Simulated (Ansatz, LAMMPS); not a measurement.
# Amorphous Zn22Hg13S35 (70 atoms): support functions against a reference

Aim: test how closely localised support functions follow the reference on amorphous Zn22Hg13S35 (70 atoms), and at what cost. A setting counts as converged where the r.m.s. difference of forces stays under 1 % of the r.m.s. force.

Main program and level: Ansatz 0.2.0; Kohn-Sham DFT, PBE, PAW (set soft_2, large core), plane waves.

### 1. The system as given

The cell holds 70 atoms: 22 Zn, 13 Hg and 35 S. Its edges and angles: a = 11.581 Å, b = 11.581 Å, c = 11.581 Å, α = 90.0°, β = 90.0°, γ = 90.0°. 70 atoms (22 Zn, 13 Hg, 35 S) placed at random at 5.53 g/cm³, melted at 2500 K for 10 ps at fixed volume with the Stillinger-Weber II-VI potential (Zhou et al., Phys. Rev. B 88, 085309 (2013)). Quenched from 2500 K to 500 K at 100 K/ps and fixed volume, held 5 ps.

What the set-up can't give: The quench rate of 100 K/ps is many orders above laboratory rates, so the cell is likely richer in defects and strain than a real sample. The starting topology of bonds comes from the classical model, and needn't be the one that DFT or experiment would give. Only the Γ point is sampled, in a cell whose shortest periodic width is 12 Å. The levels lack spin–orbit coupling, which is large for the heavy elements here.

### 2. The classical run that made the cell

A classical potential makes the cell, at a small fraction of what the same run would cost in DFT.

This step: classical MD, Stillinger-Weber II-VI potential (Zhou et al., Phys. Rev. B 88, 085309 (2013)) (LAMMPS 22 Jul 2025 - Update 4).

Input file in.lmp:

```
# melt-quench of Zn22Hg13S35
units metal
atom_style atomic
boundary p p p
region box block 0 11.5811 0 11.5811 0 11.5811
create_box 3 box
mass 1 65.3800   # Zn
mass 2 200.5920   # Hg
mass 3 32.0600   # S
create_atoms 1 random 22 407019 NULL overlap 2.02 maxtry 2000
create_atoms 2 random 13 407026 NULL overlap 2.02 maxtry 2000
create_atoms 3 random 35 407033 NULL overlap 2.02 maxtry 2000
pair_style sw
pair_coeff * * CdTeZnSeHgS0.sw Zn Hg S
neigh_modify delay 0 every 1 check yes
thermo_style custom step time temp pe press density
thermo_modify norm yes
timestep 0.001
thermo 100
min_style cg
minimize 1e-4 1e-4 200 2000
reset_timestep 0
velocity all create 2500 407020 mom yes dist gaussian
fix lim all nve/limit 0.05
fix lan all langevin 2500 2500 0.1 407021 zero yes
thermo 500
run 1000 post no
unfix lim
unfix lan
thermo 1666
fix md all nvt temp 2500 2500 0.1
run 10000 post no
unfix md
thermo 2000
fix md all nvt temp 2500 500 0.1
run 20000 post no
unfix md
thermo 2500
fix md all nvt temp 500 500 0.1
run 5000 post no
unfix md
write_dump all custom glass.dump id type xs ys zs modify sort id
```

Run with:

```console
$ lmp -in in.lmp -log none -nocite
```

The log of the run:

```text
LAMMPS (22 Jul 2025 - Update 4)
Created orthogonal box = (0 0 0) to (11.5811 11.5811 11.5811)
Created 22 atoms
Created 13 atoms
Created 35 atoms
   Step          Time           Temp          PotEng         Press         Density
         0   0              0              1.0128125      748619.87      5.5250376
       100   0.1            0             -2.2351638      1121.8639      5.5250376
       114   0.114          0             -2.2515788      3484.4202      5.5250376
Loop time of 0.0529428 s on 1 MPI rank(s) for 114 steps with 70 atoms
Minimization stats:
  Stopping criterion = energy tolerance
  Energy initial, next-to-last, final =
      1.01281247380027  -2.25136112793829  -2.25157877841867
  Force two-norm initial, final = 122.94096 0.51295875
  Iterations, force evaluations = 114 189
   Step          Time           Temp          PotEng         Press         Density
         0   0              2500          -2.2515788      18817.289      5.5250376
[... 5 lines left out ...]
      1666   1.666          2558.9252     -1.9028854      99532.076      5.5250376
      3332   3.332          2751.2464     -1.9444276      95244          5.5250376
      4998   4.998          2217.6274     -1.94872        48014.704      5.5250376
      6664   6.664          2922.6052     -1.9504163      34935.128      5.5250376
      8330   8.33           2678.0165     -1.9406824      85395.97       5.5250376
[... 2 lines left out ...]
Loop time of 2.77549 s on 1 MPI rank(s) for 10000 steps with 70 atoms
   Step          Time           Temp          PotEng         Press         Density
[... 12 lines left out ...]
Loop time of 5.49842 s on 1 MPI rank(s) for 20000 steps with 70 atoms
   Step          Time           Temp          PotEng         Press         Density
     31000   31             567.59511     -2.3287762     -12317.084      5.5250376
     32500   32.5           461.33895     -2.3306286     -12266.334      5.5250376
     35000   35             512.43264     -2.3280528     -9430.5045      5.5250376
     36000   36             461.15206     -2.3364692     -4838.5135      5.5250376
Loop time of 1.33812 s on 1 MPI rank(s) for 5000 steps with 70 atoms
```

Run time: 10 s. Hardware: 1 thread of Arm Neoverse N1, shared host; peak memory 0.069 GiB.

### 3. Plane-wave single point

The first run fixes the reference, at a cutoff of 420 eV.

Input file input.yaml:

```yaml
crystal:
  lattice:
    - [11.5811, 0.0, 0.0]
    - [0.0, 11.5811, 0.0]
    - [0.0, 0.0, 11.5811]
  atoms:
    - { symbol: Zn, position: [0.62825, 0.51948, 0.93703] }
    - { symbol: Zn, position: [0.28334, 0.8243, 0.47057] }
    - { symbol: Zn, position: [0.15311, 0.1538, 0.55861] }
    - { symbol: Zn, position: [0.49994, 0.72821, 0.75256] }
    - { symbol: Zn, position: [0.06067, 0.98942, 0.27382] }
    - { symbol: Zn, position: [0.96133, 0.003, 0.99701] }
    - { symbol: Zn, position: [0.50498, 0.42305, 0.23254] }
    - { symbol: Zn, position: [0.99081, 0.49992, 0.97823] }
    - { symbol: Zn, position: [0.35589, 0.12887, 0.29599] }
    - { symbol: Zn, position: [0.7431, 0.18518, 0.79635] }
    - { symbol: Zn, position: [0.05538, 0.65464, 0.21612] }
    - { symbol: Zn, position: [0.02229, 0.55359, 0.4551] }
    - { symbol: Zn, position: [0.55876, 0.99079, 0.53882] }
    - { symbol: Zn, position: [0.47083, 0.21921, 0.9681] }
    - { symbol: Zn, position: [0.10356, 0.43528, 0.71733] }
    - { symbol: Zn, position: [0.6022, 0.64683, 0.52296] }
    - { symbol: Zn, position: [0.88955, 0.75028, 0.77594] }
    - { symbol: Zn, position: [0.07141, 0.34396, 0.314] }
    - { symbol: Zn, position: [0.86682, 0.15741, 0.48364] }
    - { symbol: Zn, position: [0.84764, 0.82093, 0.4525] }
    - { symbol: Zn, position: [0.56672, 0.31572, 0.57438] }
    - { symbol: Zn, position: [0.76624, 0.49051, 0.28866] }
    - { symbol: Hg, position: [0.05396, 0.85449, 0.56431] }
    - { symbol: Hg, position: [0.31048, 0.56216, 0.93573] }
    - { symbol: Hg, position: [0.31136, 0.47172, 0.47985] }
    - { symbol: Hg, position: [0.21525, 0.91589, 0.78845] }
    - { symbol: Hg, position: [0.67038, 0.0444, 0.23352] }
    - { symbol: Hg, position: [0.16715, 0.24377, 0.07821] }
    - { symbol: Hg, position: [0.79186, 0.719, 0.08629] }
    - { symbol: Hg, position: [0.33894, 0.87432, 0.09456] }
    - { symbol: Hg, position: [0.85421, 0.26428, 0.10289] }
    - { symbol: Hg, position: [0.82079, 0.50014, 0.65421] }
    - { symbol: Hg, position: [0.54244, 0.78087, 0.21934] }
    - { symbol: Hg, position: [0.58056, 0.92954, 0.95437] }
    - { symbol: Hg, position: [0.34612, 0.61246, 0.20503] }
    - { symbol: S, position: [0.65813, 0.31786, 0.95921] }
    - { symbol: S, position: [0.77997, 0.93634, 0.06846] }
    - { symbol: S, position: [0.03767, 0.63691, 0.66659] }
    - { symbol: S, position: [0.80564, 0.61025, 0.45295] }
    - { symbol: S, position: [0.22213, 0.01492, 0.40479] }
    - { symbol: S, position: [0.51607, 0.46922, 0.43575] }
    - { symbol: S, position: [0.57436, 0.51755, 0.72835] }
    - { symbol: S, position: [0.36615, 0.37234, 0.05776] }
    - { symbol: S, position: [0.30955, 0.47556, 0.72714] }
    - { symbol: S, position: [0.82403, 0.58221, 0.89184] }
    - { symbol: S, position: [0.51338, 0.15942, 0.4291] }
    - { symbol: S, position: [0.66953, 0.28482, 0.23598] }
    - { symbol: S, position: [0.29854, 0.7375, 0.6601] }
    - { symbol: S, position: [0.94407, 0.48114, 0.19598] }
    - { symbol: S, position: [0.04425, 0.3377, 0.53455] }
    - { symbol: S, position: [0.60837, 0.02795, 0.75446] }
    - { symbol: S, position: [0.46549, 0.06787, 0.1248] }
    - { symbol: S, position: [0.94422, 0.81812, 0.26752] }
    - { symbol: S, position: [0.45424, 0.25127, 0.75248] }
    - { symbol: S, position: [0.07416, 0.32832, 0.89083] }
    - { symbol: S, position: [0.12543, 0.66057, 0.0168] }
    - { symbol: S, position: [0.27952, 0.3208, 0.31305] }
    - { symbol: S, position: [0.95322, 0.16966, 0.28978] }
    - { symbol: S, position: [0.7432, 0.99638, 0.43901] }
    - { symbol: S, position: [0.49185, 0.81122, 0.44014] }
    - { symbol: S, position: [0.23055, 0.15028, 0.73558] }
    - { symbol: S, position: [0.20519, 0.64833, 0.3865] }
    - { symbol: S, position: [0.15423, 0.02323, 0.09603] }
    - { symbol: S, position: [0.9282, 0.13539, 0.85034] }
    - { symbol: S, position: [0.7737, 0.29176, 0.63063] }
    - { symbol: S, position: [0.98229, 0.05202, 0.62235] }
    - { symbol: S, position: [0.03023, 0.84264, 0.87888] }
    - { symbol: S, position: [0.47752, 0.72386, 0.95049] }
    - { symbol: S, position: [0.70448, 0.80184, 0.66792] }
    - { symbol: S, position: [0.62501, 0.58661, 0.14999] }
kpoints:
  mp_grid: { grid: [1, 1, 1] }
hamiltonian:
  xc: pbe
  pseudopotentials: { kind: paw, core: large }
scf:
  occupations: { method: fermi_dirac, width: 0.025 }
output:
  forces: true
  stress: true
  populations: true
  dos:
    method: { smearing: { sigma: 0.08 } }
    de: 0.1
    projected: { site_lists: { Hg: [Hg], S: [S], Zn: [Zn] } }
  eigenvalues: true
  write_density: true
  write_potential: true
  volumetric_format: npy
```

Run with:

```console
$ ansatz run input.yaml --threads 4 --pin off --max-ram 8192MiB --backend cpu --events-out ev --progress --plain --runs-dir out
```

The log of the run:

```text
Engine: ansatz 0.2.0, aarch64-unknown-linux-gnu
Pseudopotentials: kind: paw
Pseudopotential: Zn, paw, valence charge 12, recommended cutoff 420 eV (normal), Zn.paw.azcp
Pseudopotential: Hg, paw, valence charge 12, recommended cutoff 420 eV (normal), Hg.paw.azcp#standard-large-core
Pseudopotential: S, paw, valence charge 6, recommended cutoff 420 eV (normal), S.paw.azcp
[... 5 lines on functional and potentials left out ...]
Crystal: 70 atoms, lattice volume = 1553.279 Å³
Basis set: ecut = 420 eV, 30551 PW (Γ), exchange–correlation on 160×160×160 points (8 copies of the dense FFT grid, shifted against one another)
Bands: 385, of which v1, the nominal top of the filled ones, is band 315 counted from 1 (314 counted from 0)
Symmetry: 1 space group operations
Space group: P1 (ITA 1), of the structure as read, at distance tolerance 1.2e-4 Å
k-points: 1
[... 7 lines on functional and potentials left out ...]
Initial density: superposition of atomic densities (chi_scale 0.1, normalization cell, long waves kept (reshape's long-wave potential 0.47 eV rms))
Initial wavefunctions: pseudopotential atomic-orbital guess
Functional: x = pbe(κ = 0.804, μ = 0.219515), c = pbe(β = 0.066725)
SCF iter   1: F=—  HF=-247726.492821 eV  |F-HF|=—  |Δ(HF+E_count)|=         —  Δρ=4.06e-2  dr2=5.16e1  ethr=3.10e-3  ⟨swp⟩=7.0  Hψ=1495  notcnv=0  defer=17
preconditioner: auto → LDOS  [insulator: Δε(μ)=0.058 eV  Ē_g=9.689 eV  σ=0.025 eV  W_gap=0.52  n_scr=340 (ndim 8)  ℏωp=23.6 eV  f_vac=0.021  D(μ)=29.21/eV (n_scr^D=170)  ε∞_Penn≈7.0  β→1.0]
SCF iter   2: F=—  HF=-247729.531791 eV  |F-HF|=—  |Δ(HF+E_count)|=    3.04e0  Δρ=4.74e-2  dr2=7.00e1  ethr=3.10e-3  ⟨swp⟩=3.0  Hψ=784  notcnv=0  defer=56
SCF iter   3: F=—  HF=-247716.761177 eV  |F-HF|=—  |Δ(HF+E_count)|=    1.28e1  Δρ=7.16e-3  dr2=1.43e0  ethr=3.10e-3  ⟨swp⟩=3.0  Hψ=749  notcnv=0  defer=56
SCF iter   4: F=—  HF=-247716.606987 eV  |F-HF|=—  |Δ(HF+E_count)|=   1.54e-1  Δρ=3.28e-3  dr2=3.33e-1  ethr=2.26e-4  ⟨swp⟩=2.0  Hψ=736  notcnv=0  defer=56
SCF iter   5: F=—  HF=-247716.556664 eV  |F-HF|=—  |Δ(HF+E_count)|=   5.03e-2  Δρ=1.59e-3  dr2=8.04e-2  ethr=5.28e-5  ⟨swp⟩=2.0  Hψ=623  notcnv=0  defer=56
SCF iter   6: F=—  HF=-247716.545958 eV  |F-HF|=—  |Δ(HF+E_count)|=   1.07e-2  Δρ=8.99e-4  dr2=2.40e-2  ethr=1.28e-5  ⟨swp⟩=2.0  Hψ=621  notcnv=0  defer=56
SCF iter   7: F=—  HF=-247716.542350 eV  |F-HF|=—  |Δ(HF+E_count)|=   3.61e-3  Δρ=3.61e-4  dr2=4.01e-3  ethr=3.81e-6  ⟨swp⟩=2.0  Hψ=607  notcnv=0  defer=56
SCF iter   8: F=—  HF=-247716.541628 eV  |F-HF|=—  |Δ(HF+E_count)|=   7.22e-4  Δρ=1.57e-4  dr2=7.52e-4  ethr=6.37e-7  ⟨swp⟩=2.0  Hψ=571  notcnv=0  defer=56
SCF iter   9: F=—  HF=-247716.541556 eV  |F-HF|=—  |Δ(HF+E_count)|=   7.14e-5  Δρ=6.47e-5  dr2=1.44e-4  ethr=1.19e-7  ⟨swp⟩=2.0  Hψ=608  notcnv=0  defer=56
SCF iter  10: F=—  HF=-247716.541549 eV  |F-HF|=—  |Δ(HF+E_count)|=   7.41e-6  Δρ=3.21e-5  dr2=2.97e-5  ethr=2.29e-8  ⟨swp⟩=2.0  Hψ=610  notcnv=0  defer=56
SCF iter  11: F=—  HF=-247716.541508 eV  |F-HF|=—  |Δ(HF+E_count)|=   4.04e-5  Δρ=1.73e-5  dr2=9.17e-6  ethr=4.72e-9  ⟨swp⟩=2.0  Hψ=661  notcnv=0  defer=56
SCF iter  12: F=—  HF=-247716.541508 eV  |F-HF|=—  |Δ(HF+E_count)|=   7.93e-7  Δρ=9.82e-6  dr2=2.81e-6  ethr=1.45e-9  ⟨swp⟩=2.0  Hψ=605  notcnv=0  defer=56
SCF iter  13: F=—  HF=-247716.541507 eV  |F-HF|=—  |Δ(HF+E_count)|=   3.99e-7  Δρ=4.94e-6  dr2=7.92e-7  ethr=4.46e-10  ⟨swp⟩=2.0  Hψ=605  notcnv=0  defer=56
SCF iter  14: F=—  HF=-247716.541507 eV  |F-HF|=—  |Δ(HF+E_count)|=   9.18e-8  Δρ=2.65e-6  dr2=2.13e-7  ethr=1.26e-10  ⟨swp⟩=2.0  Hψ=605  notcnv=0  defer=56
SCF iter  15: F=-247716.541507 eV  HF=-247716.541507 eV  |F-HF|=6.70e-8  |Δ(HF+E_count)|=   2.51e-8  Δρ=1.58e-6  dr2=7.58e-8  ethr=1.59e-11  ⟨swp⟩=15.0  Hψ=2973  notcnv=0
SCF 1 converged in 15 iterations: F = -247716.541507 eV  dr2 = 7.58e-8
  greatest PAW one-centre occupation: 0.986 electrons in one spin orbital (limit 2), on the Zn atom at site 15 (counted from 0), in its partial waves of l = 2
SCF converged after 15 iterations
Free energy (F): -247716.541507 eV
Harris-Foulkes:  -247716.541507 eV  (|F-HF|=6.70e-8)
Internal energy: -247716.495757 eV  (E = F + TS)
E sigma→0 (E₀):  -247716.518632 eV
Entropy (-TS):   -0.045750 eV (-0.654 meV/atom)
Fermi energy:    6.538473 eV
--- Per-component energies (eV) ---
  E_band       = 273.124372
  E_kinetic    = 11119.057443
  E_local      = -59053.192831  (includes V_loc(G=0)·N_el)
  E_nonlocal   = 17524.460240
  E_hartree    = 23897.013361
  E_xc         = -10187.115126
  E_vxc        = -6003.537526  (∫ρ·V_xc dr)
  E_paw        = -189226.895548  (= ΣΔE_a)
  E_vpaw       = -11107.684747  (= ΣTr[D̂ρ^β])
  E_aug_tail   = -0.011837  (compensation charges beyond the density's cutoff)
  E_ewald      = -41789.811460
  E_smearing   = -0.045750  (= −TS)
  E_closure    = 0.000000  (closes the sum)
  Σ components = -247716.541507   (vs F -247716.541507, Δ=0.00e0)
--- Forces (eV/Å), atoms counted from 1 ---
  atom   1  Zn     0.07422868    -0.21968979    -0.50813338
  atom   2  Zn     0.43136619     0.00348075     0.32182479
  atom   3  Zn    -0.15260457    -0.32869966    -0.37892230
  atom   4  Zn     0.05637107    -0.61751606    -0.58230541
  atom   5  Zn     0.06072818     0.21707709     0.04741786
  atom   6  Zn     0.38687445    -0.23638939    -0.55633697
  atom   7  Zn    -0.14551100    -0.71576428    -0.37175230
  atom   8  Zn     0.40061650     0.00156237    -0.18510239
  atom   9  Zn     0.28462086     0.35455666     0.59752160
  atom  10  Zn    -0.37098926     0.10372663     0.43328860
  atom  11  Zn     0.40858052     0.42355073    -0.23558885
  atom  12  Zn     0.36690080     0.25462131     1.14207149
  atom  13  Zn     0.31169522     0.25296372    -0.29657495
  atom  14  Zn     0.37516830     0.87694425     0.20418977
[...]
atom  69  S      0.05321905    -0.44349327     0.41273852
  atom  70  S      0.56953828    -0.91875635     0.38684919
  max |Σ_I F_I| component: 5.67e-5 eV/Å
--- Stress (GPa, compression-positive) ---
       -1.292422       0.168288      -0.904854
        0.168288      -2.716499      -0.596665
       -0.904854      -0.596665      -1.560023
  P = ⅓ Tr σ = -1.8563 GPa (-18.563 kbar)
--- Band table (eV) ---
  k-point 0: bands = ["-7.1461", "-6.8596", "-6.7633", "-6.7367", [... 369 levels ...], "11.6476", "11.6871", "11.7399", "11.7626", "11.8409", "11.9050", "11.9257", "11.9967", "12.0828", "12.0944", "12.1149", "12.1851"]
--- Löwdin populations: 70 sites ---
  site symbol       q [e]
     0     Zn     10.7625
     1     Zn     10.7896
     2     Zn     10.7397
[...]
69      S      6.9308
  spilling = 0.010765 (of n_electrons = 630.000000)
```

The job ended after 62 s (4 threads of Arm Neoverse N1, shared host; peak memory 2 GiB).

The program notes that potentials were chosen by core size.

Read from the output:

```yaml
free_energy: -247716.5415 eV
free_energy_per_atom: -3538.8077 eV/atom
scf_cycles: 15
pressure: -1.856 GPa
r_m_s_force_component: 0.4931 eV/Å
longest_force: 1.668 eV/Å
fermi_energy: 6.538 eV
levels_partly_filled_by_over_2_per_cent: 2
spilling_of_the_projection: 0.01077
```

The r.m.s. force component of 0.49 eV/Å sets the scale for the differences below.

### 4. Support functions low

With localised support functions most steps grow linearly with size, though the diagonalisation grows faster unless the density matrix is cut; this run measures error and cost at this size.

This step: Kohn-Sham DFT, PBE, PAW (set soft_2, large core), localised support functions (low) (Ansatz 0.2.0).

input.yaml, the sections that differ from step 3:

```yaml
scf:
  occupations: { method: fermi_dirac, width: 0.025 }
  eigensolver: { kind: { support_functions: { accuracy: low } } }
  max_iter: 150
output:
  forces: true
  eigenvalues: true
# crystal, kpoints, hamiltonian: as in step 3
```

The log of the run:

```text
Warning: scf.eigensolver.kind.support_functions: disabling space-group detection — the functions' gradient is summed over unrotated k-points, so no spatial operation reduces the k-mesh or symmetrises the density; time reversal is kept, so that k and −k are solved as one point where they differ and the mesh holds both, and exact exchange and, on two spinor components, a DFT+U term hold to it where the run has them: [...]
settings of this run that can trade accuracy for cost: scf.eigensolver.kind.support_functions; scf.eigensolver.kind.support_functions.accuracy: low [...]
[...]
Crystal: 70 atoms, lattice volume = 1553.279 Å³
Basis set: ecut = 420 eV, 30551 PW (Γ), exchange–correlation on 160×160×160 points (8 copies of the dense FFT grid, shifted against one another)
Bands: 378, of which v1, the nominal top of the filled ones, is band 315 counted from 1 (314 counted from 0)
Symmetry: 1 space group operations
k-points: 1
[...]
SCF iter   1: F=—  HF=-247669.060143 eV  |F-HF|=—  |Δ(HF+E_count)|=         —  Δρ=5.27e-2  dr2=6.95e1  ethr=1.00e-1
[...]
SCF iter  15: F=-247716.593975 eV  HF=-247716.593983 eV  |F-HF|=7.89e-6  |Δ(HF+E_count)|=   2.28e-3  Δρ=2.32e-5  dr2=1.25e-5  ethr=3.86e-9
SCF 1 converged in 15 iterations: F = -247716.648142 eV  dr2 = 1.25e-5
[...]
SCF converged after 15 iterations
Stability not checked: this state was not tested for a lower state beside it, because the mixer in use, unlike msr1, does not test its closes by its own steps (another_mixer; see scf.mixing.algorithm and scf.lower_state_search)
Free energy (F): -247716.648142 eV
[...]
Internal energy: -247716.602761 eV  (E = F + TS)
E sigma→0 (E₀):  -247716.625451 eV
Entropy (-TS):   -0.045381 eV (-0.648 meV/atom)
Fermi energy:    6.538444 eV
[...]
--- Forces (eV/Å), atoms counted from 1 ---
  atom   1  Zn     0.07453556    -0.21974074    -0.50778413
  atom   2  Zn     0.43101388     0.00292191     0.32089498
  atom   3  Zn    -0.15364422    -0.32882398    -0.37889465
  atom   4  Zn     0.05656554    -0.61870986    -0.58292666
  atom   5  Zn     0.06065501     0.21735169     0.04725060
  atom   6  Zn     0.38705628    -0.23655141    -0.55615789
  atom   7  Zn    -0.14506580    -0.71523736    -0.37174180
  atom   8  Zn     0.40013576     0.00183265    -0.18477066
  atom   9  Zn     0.28443441     0.35493381     0.59838658
  atom  10  Zn    -0.37142704     0.10454312     0.43264520
  atom  11  Zn     0.40840640     0.42377776    -0.23505863
  atom  12  Zn     0.36638404     0.25514602     1.14242776
  atom  13  Zn     0.31259473     0.25393783    -0.29763833
  atom  14  Zn     0.37542686     0.87787451     0.20513390
[...]
atom  69  S      0.05335930    -0.44404095     0.41245244
  atom  70  S      0.56927143    -0.91850904     0.38639576
  max |Σ_I F_I| component: 1.64e-3 eV/Å
--- Band table (eV) ---
[...]
```

It took 4.1 min on 4 threads; peak memory 3.1 GiB; 15 min of CPU time.

The program notes that the band table was not solved further than the SCF left it and it switched symmetry off.

Keys that differ from the reference: support_functions.accuracy = "low" and scf.max_iter = 150.

Forces differ from the reference by 0.65 meV/Å r.m.s., 0.13 % of their size, well within a tolerance of 1 %; the energy by -1.5 meV/atom. It took roughly 3.9 times the reference's time (one timing each, with unlike analyses asked), in 15 cycles against 15.

[end of part 1 of 2]

[Long decimals in the printed logs are rounded to 6 places.]

[Logs are printed without paths, hosts, clocks, repeated set-up lines and the standing remarks that a program may print on its own settings, such as how far it seeks lower states.]

[Hosts, paths, dates, database ids (printed as entryN), source tags and the programs' standing remarks are cut or masked in the printed files.]
